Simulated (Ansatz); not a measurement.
# Tunnelling across a broken P chain: predicting one gap

How it was computed: Ansatz 0.2.0, plane waves with PAW datasets at the program's default cutoffs, Fermi-Dirac smearing of 0.05 eV, chains in boxes 7.5 Å wide or more, moments seeded when the perfect chain is relaxed. PBE, no spin-orbit coupling; one bond is opened by s Å beyond its relaxed length, the other atoms of a straight cell of 15 kept, without spin, and the conductance taken at 300 K.

```
   run    G (G₀)  largest error term (%)    s     ln G
+1.2 Å    0.5715                       6  1.2  −0.5595
+1.8 Å     0.128                       7  1.8   −2.056
+2.5 Å   0.02146                       9  2.5   −3.841
+3.3 Å  0.002843                      12  3.3   −5.863
```

One run is withheld: run = +4.2 Å, with s = 4.2. Fit a straight line ln G = a + b × s to the 4 rows shown and predict it.

**Fit.** The means are 2.2 for s and −3.08 for ln G. The sum of products of deviations is −6.22 and the sum of squares in s is 2.46, so b = −6.22 / 2.46 = −2.528 and a = −3.08 − (−2.528) × 2.2 = 2.482. The residuals' standard deviation, with 2 degrees of freedom, is σ = 0.011.

**Prediction.** ln G = 2.482 + (−2.528) × 4.2 = −8.137, that is 0.000293 G₀. The run gave 0.000294 G₀ (ln G = −8.132), so the prediction less the run is −0.0045. The standard error of a prediction there, σ√(1 + 1/4 + (4.2 − 2.2)²/2.46), is 0.019, and the miss is 0.24 times that, for a point outside the fitted range. With so few rows σ is itself uncertain.

Caveats: Between neighbouring runs the slope of ln G lies between −2.55 and −2.49 per Å, so one exponential is an approximation. Error terms (up to 15 %, withheld run included) bound how much a small miss can mean. Broken ends may want a moment where none was allowed. No image potential, spin-orbit coupling or relaxation; a bent or dimerised chain may be lower in energy. Series of this kind are told only where this holds: one magnetic state in all runs, error terms under 60 %, and the runs' own leads conduct as the perfect chain does. 36 of 42 did.

[Logs are printed without paths, hosts, clocks, repeated set-up lines and the standing remarks that a program may print on its own settings, such as how far it seeks lower states.]
